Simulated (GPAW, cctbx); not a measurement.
# How far are the atoms of AlOs3 from free atoms?

Question: by how much does bonding change the X-ray structure factors of AlOs3, how firmly does DFT give the change, and what does a routine refinement make of it?

The start was made by putting kin elements into a known structure type; the compound need not exist, or be stable, in this form. All numbers below are calculated.

### 1. Relax the structure

The density hangs on the geometry, so cell and atoms are relaxed first, with the symmetry held. The cutoff is set higher than for the density because stress converges slowly with plane waves.

Settings: GPAW 26.7.0, PBE, 570 eV, 5×5×5 k-points, Fermi–Dirac width 0.1 eV, BFGS to 0.03 eV/Å.

```text
cell
1.0
     3.934000000    0.000000000    0.000000000
     0.000000000    3.934000000    0.000000000
     0.000000000    0.000000000    3.934000000
Os Al
3 1
Direct
0.000000000 0.500000000 0.500000000
0.500000000 0.000000000 0.500000000
0.500000000 0.500000000 0.000000000
0.000000000 0.000000000 0.000000000
```

```console
$ OMP_NUM_THREADS=1 mpirun -n 4 gpaw python run.py > gpaw.log
```

```text
BFGS:    0      -36.314078        1.440445
BFGS:    1      -36.391880        1.087525
BFGS:    2      -36.487219        0.101074
BFGS:    3      -36.488079        0.005892
cell  3.8575 3.8575 3.8575  90.00 90.00 90.00
volume 57.399 A^3, largest force 0.000 eV/A, largest stress 0.07 GPa
```

After 3 steps the volume has changed by -5.7 % and the energy by -0.174 eV; the largest stress left is 0.07 GPa. It took 41 s on 4 cores of Arm Neoverse N1 (shared host), peak memory 0.72 GiB.

Relaxed structure: Pm-3m (no. 221), a = 3.8575 Å, b = 3.8575 Å, c = 3.8575 Å, α = 90.00°, β = 90.00°, γ = 90.00°.

```
atom  mult.  x    y    z
 Os1      3  0  1/2  1/2
 Al1      1  0    0    0
```

### 2. Density and charge transfer

X-rays see the whole electron density, so the PAW density is rebuilt with its core regions. Subtracting spherical free atoms from the same code cancels the cores and leaves the deformation density Δρ, the part due to bonding.

Settings: PBE, 450 eV, 6×6×6 k-points, Fermi–Dirac width 0.1 eV; primitive cell of 4 atoms.

```console
$ OMP_NUM_THREADS=1 mpirun -n 4 gpaw python run.py > gpaw.log
```

```text
|iter:   1|       0s |  -36.657785 | +0.43 |       |
|iter:   2|       0s |  -36.617786 | -1.76 | -1.30 |
|iter:   3|       1s |  -36.387077 | -1.56 | -1.33 |
...
|iter:   8|       4s |  -36.386633c| -5.81 | -4.08c|
|iter:   9|       5s |  -36.386633c| -6.26 | -4.42c|
|iter:  10|       5s |  -36.386633c| -7.73c| -5.20c|
```

```text
grid (40, 40, 40)  electrons 241.000  moved by bonding 0.759 e
deformation density beyond 0.5 A of the nuclei: max 0.050, min -0.081 e/A^3
atom        x       y       z   Voronoi charge  moment
Os1    0.0000  0.5000  0.5000     -0.025       0.00
Os2    0.5000  0.0000  0.5000     -0.025       0.00
Os3    0.5000  0.5000  0.0000     -0.025       0.00
Al4    0.0000  0.0000  0.0000      0.075       0.00
mean inner potential of superposed free atoms 34.341 V
total magnetic moment 0.000 muB
```

Deformation density in a plane through the shortest contact of the Os atom at the origin, in 0.01 e/Å³ (clipped at ±99); x from -1.6 to 4.3 Å, y from 2.4 down to -2.4 Å:

```text
  2   3  -2  -1   .   5  -5   2   2  -5   5   .  -1  -2   3   2
  1   1  -1  -2  -6  -5  -4   1   1  -4  -5  -6  -2  -1   1   1
  0   0   1   2   2   1   0   0   0   0   1   2   2   1   0   0
  0   0   1   3   4   2   1   0   0   1   2   4   3   1   0   0
  1   1  -1  -2  -5  -5  -3   1   1  -3  -5  -5  -2  -1   1   1
  2   3  -2   0   .   3  -5   2   2  -5   3   .   0  -2   3   2
  2   4  -5   .   .   .  -5   3   3  -5   .   .   .  -5   4   2
  1   2  -5   3   .   0  -2   3   3  -2   0   .   3  -5   2   1
  0   1  -3  -5  -5  -2  -1   1   1  -1  -2  -5  -5  -3   1   0
  0   0   1   2   4   3   1   0   0   1   3   4   2   1   0   0
  0   0   0   1   2   2   1   0   0   1   2   2   1   0   0   0
  0   1  -3  -5  -6  -2  -2   1   1  -2  -2  -6  -5  -3   1   0
  1   3  -5   3   .  -1  -2   3   3  -2  -1   .   3  -5   3   1
```

Atoms in or within 0.15 Å of the plane: Os (0.0, 0.0), Os (2.7, 0.0) Å. Dots mark points within about 0.45 Å of a nucleus; large values next to them are atomic features.

Os gains most (-0.03 e) and Al loses most (+0.07 e), as electronegativity suggests. Along the shortest contact from the Os atom at the map's origin, Os–Os at 2.73 Å, Δρ is +0.05 e/Å³ at the midpoint: little piles up between the atoms, as is usual in a metallic crystal, which this run finds. At the midpoints of other shortest contacts it is +0.02 (Os–Al, 2.73 Å) e/Å³. Point values carry grid noise of about 0.01 e/Å³. The run needed 10 iterations, 16 s.

### 3. Structure factors

The Fourier components of Δρ, added to those of the free atoms, give the static X-ray structure factors; the Mott–Bethe relation turns them into the Fourier components V of the potential that fast electrons feel.

```text
static structure factors of the conventional cell: F in electrons, V (Mott-Bethe) in volts
   h  k  l      d  |F| table  |F| free   |F| DFT   change   |V| free  |V| DFT  change %
   0  1  0  3.8575    59.167    59.120    59.165    0.045     4.610    4.557     -1.2
   0  1  1  2.7277    56.072    56.035    56.068    0.034     4.138    4.118     -0.5
   1  1  1  2.2271   196.007   195.821   195.480   -0.341    17.894   18.029      0.8
   0  2  0  1.9287   188.025   187.730   187.291   -0.439    15.824   15.954      0.8
   0  2  1  1.7251    49.763    49.670    49.653   -0.018     3.168    3.172      0.1
   1  2  1  1.5748    48.193    48.108    48.060   -0.049     2.949    2.959      0.3
   0  2  2  1.3638   165.116   164.888   164.962    0.074    11.305   11.294     -0.1
   1  2  2  1.2858    44.384    44.361    44.374    0.013     2.461    2.459     -0.1
   0  3  0  1.2858    44.384    44.361    44.336   -0.025     2.461    2.464      0.1
   0  3  1  1.2198    43.344    43.338    43.366    0.028     2.336    2.333     -0.1
   1  3  1  1.1631   152.937   152.871   152.977    0.105     9.520    9.508     -0.1
   2  2  2  1.1136   149.484   149.447   149.554    0.107     9.065    9.055     -0.1
   0  3  2  1.0699    40.708    40.728    40.700   -0.028     2.036    2.038      0.1
   1  3  2  1.0310    39.958    39.978    39.969   -0.009     1.954    1.955      0.0
```

The largest X-ray change is -0.44 e on 020, 0.2 % of |F|. For electrons V goes as (Z − F)/g², so a change of F counts against Z − F, which is small at low angle and wherever the atoms' terms cancel: |V| of 010 moves by -1.2 % (4.61 to 4.56 V) against +0.1 % in |F|. The tabulated Hartree–Fock atoms differ from the free DFT atoms by up to 0.30 e, so the choice of reference atom matters too.

### 4. Which functional?

The same geometry is run with other functionals, to see whether the bonding signal is larger than the spread between approximations. Free atoms are LDA for LDA and PBE otherwise. Any other changed setting is in the row's label.

```csv
run,ΔF 020 (e),ΔF 111 (e),ΔF 222 (e),q(Os) (e),moved (e),time
PBE,-0.439,-0.341,+0.107,-0.025,0.759,16 s
LDA,-0.441,-0.331,+0.107,-0.029,0.738,30 s
revPBE,-0.435,-0.341,+0.107,-0.027,0.760,35 s
```

At the base's settings ΔF(020) spans -0.441 to -0.435 e, a spread of 1 % of the PBE value; over the three listed reflections the spread is at most 3 %, so sign and size hold across the functionals. Times are from shared hosts.

### 5. Refining ordinary atoms against data with bonding

Routine crystallography fits spherical atoms. To see the bias, intensities are simulated from tabulated atoms plus the DFT change ΔF, so that bonding alone can misfit (3790 reflections of the full sphere, merged to the counts below, to 0.4 Å, 1 % proportional noise plus counting noise, assumed isotropic U as listed, Δρ smeared by the mean U) and refined with cctbx over different ranges.

| range | data | R1 | GooF | U Os1 (true 0.0023) | U Al1 (true 0.0043) | largest shift (Å) | Δρ max, min (e/Å³) |
| --- | --- | --- | --- | --- | --- | --- | --- |
| all data | 129 | 0.0018 | 0.94 | 0.0023 | 0.0044 | 0.0000 | 0.30, -0.91 |
| low resolution, d > 0.84 | 22 | 0.0015 | 1.09 | 0.0023 | 0.0040 | 0.0000 | 0.14, -0.52 |
| high order, d < 0.75 | 101 | 0.0019 | 0.92 | 0.0023 | 0.0044 | 0.0000 | 0.49, -0.39 |
| occupancies free, d > 0.7 | 33 | 0.0016 | 1.04 | 0.0023 | 0.0049 | 0.0000 | 0.23, -0.59 |

With all data GooF is 0.94, so at this noise the bonding hardly shows; the top residual peak, near noise level, lies 1.32 Å from Al and 1.41 Å from Os, between them. No U is off by more than 3 s.u. at low resolution. Symmetry fixes every coordinate, so the shifts are zero by construction. With Os1 held at 1 and the scale free, the other occupancies refine to Al1 1.010(0.009), within three s.u. of full.

### 6. Answer

Bonding moves 0.76 e in the primitive cell of AlOs3 and changes the structure factors of the conventional cell in the table above by at most 0.44 e (020, 0.2 %). The shortest bond, Os–Os, has Δρ = +0.05 e/Å³ at its midpoint, with no localised bond charge. At the base's settings ΔF(020) spans -0.441 to -0.435 e, a spread of 1 % of the PBE value; over the three listed reflections the spread is at most 3 %, so sign and size hold across the functionals. With all data GooF is 0.94, so at this noise the bonding hardly shows. Limits: static density, frozen cores, no spin–orbit coupling.

[Outputs are excerpts: Python notices, other lines and further rows are left out; steps that failed or that the build refused (PBEsol, TPSS) are not shown.]

[Logs are printed without paths, hosts, clocks, repeated set-up lines and the standing remarks that a program may print on its own settings, such as how far it seeks lower states.]
